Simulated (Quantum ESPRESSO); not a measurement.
Two runs for the O K edge of atom 3 in Sc2CO (R-3m). Run A: Quantum ESPRESSO XSpectra, PBEsol, excited-electron core hole (neutral cell), 12-atom cell with 5.6 Å between holes, 6×7×7 k points, dipole transitions, Lorentzian half width 0.4 eV. Run B differs in one choice.

Energy from the energy zero of the input (xe0, at the border of filled and empty states); intensity scaled to a mean of 1 over the first 20 eV:

| E (eV) | A | B |
| --- | --- | --- |
| -2.0 | 0.08 | 0.03 |
| -1.5 | 0.10 | 0.04 |
| -1.0 | 0.14 | 0.05 |
| -0.5 | 0.23 | 0.09 |
| 0.0 | 0.52 | 0.39 |
| 0.5 | 0.87 | 0.84 |
| 1.0 | 1.25 | 1.34 |
| 1.5 | 1.48 | 1.47 |
| 2.0 | 1.80 | 1.86 |
| 2.5 | 2.19 | 2.42 |
| 3.0 | 2.22 | 2.69 |
| 3.5 | 1.60 | 1.57 |
| 4.0 | 1.06 | 0.87 |
| 4.5 | 0.81 | 0.52 |
| 5.0 | 0.99 | 0.75 |
| 5.5 | 1.53 | 1.88 |
| 6.0 | 1.60 | 1.87 |
| 6.5 | 1.24 | 1.18 |
| 7.0 | 1.00 | 0.84 |
| 7.5 | 0.99 | 0.84 |
| 8.0 | 1.18 | 1.16 |
| 8.5 | 1.44 | 1.51 |
| 9.0 | 1.59 | 1.90 |
| 9.5 | 1.29 | 1.23 |
| 10.0 | 1.03 | 0.83 |
| 10.5 | 1.14 | 1.10 |
| 11.0 | 1.37 | 1.62 |
| 11.5 | 1.20 | 1.28 |
| 12.0 | 0.88 | 0.82 |
| 12.5 | 0.68 | 0.65 |
| 13.0 | 0.50 | 0.39 |
| 13.5 | 0.42 | 0.31 |
| 14.0 | 0.45 | 0.40 |
| 14.5 | 0.52 | 0.45 |
| 15.0 | 0.62 | 0.69 |
| 15.5 | 0.61 | 0.57 |
| 16.0 | 0.65 | 0.73 |
| 16.5 | 0.54 | 0.51 |
| 17.0 | 0.44 | 0.34 |
| 17.5 | 0.47 | 0.47 |
| 18.0 | 0.47 | 0.42 |
| 18.5 | 0.45 | 0.41 |
| 19.0 | 0.44 | 0.38 |
| 19.5 | 0.47 | 0.46 |
| 20.0 | 0.51 | 0.48 |
| 20.5 | 0.53 | 0.47 |
| 21.0 | 0.56 | 0.50 |
| 21.5 | 0.62 | 0.55 |
| 22.0 | 0.72 | 0.61 |
| 22.5 | 0.93 | 0.80 |
| 23.0 | 1.28 | 1.37 |
| 23.5 | 1.50 | 1.51 |
| 24.0 | 1.76 | 1.93 |
| 24.5 | 1.96 | 2.08 |
| 25.0 | 2.03 | 2.31 |
| 25.5 | 1.77 | 1.86 |
| 26.0 | 1.44 | 1.42 |
| 26.5 | 1.19 | 1.08 |
| 27.0 | 1.11 | 1.10 |
| 27.5 | 1.04 | 1.09 |
| 28.0 | 0.88 | 0.82 |
| 28.5 | 0.76 | 0.70 |
| 29.0 | 0.73 | 0.74 |
| 29.5 | 0.64 | 0.66 |
| 30.0 | 0.47 | 0.40 |
| 30.5 | 0.35 | 0.25 |
| 31.0 | 0.34 | 0.23 |
| 31.5 | 0.42 | 0.36 |
| 32.0 | 0.52 | 0.53 |

What was changed?
a) the volume of the cell
b) the k mesh of the spectrum
c) the broadening
d) the radius of the reconstruction

(c): run B changes the broadening from Lorentzian half width 0.4 eV to Lorentzian half width 0.15 eV. Against the first run the r.m.s. difference is 14 %. The highest intensity below 16 eV goes from 2.8 eV (2.33) to 2.8 eV (3.01). Other settings could leave a like mark; this is the one that was changed.

[Hosts, paths, dates, database ids (printed as entryN), source tags and the programs' standing remarks are cut or masked in the printed files.]

[Lists of maxima count a maximum above −3 eV only where it reaches 4 % of the highest in the window and stands out from its surroundings by 2 % of it (1.5 % where it reaches 55 %); shoulders and weaker maxima are passed over, and of the rest the first, up to two pre-edge ones and the few strongest are named.]
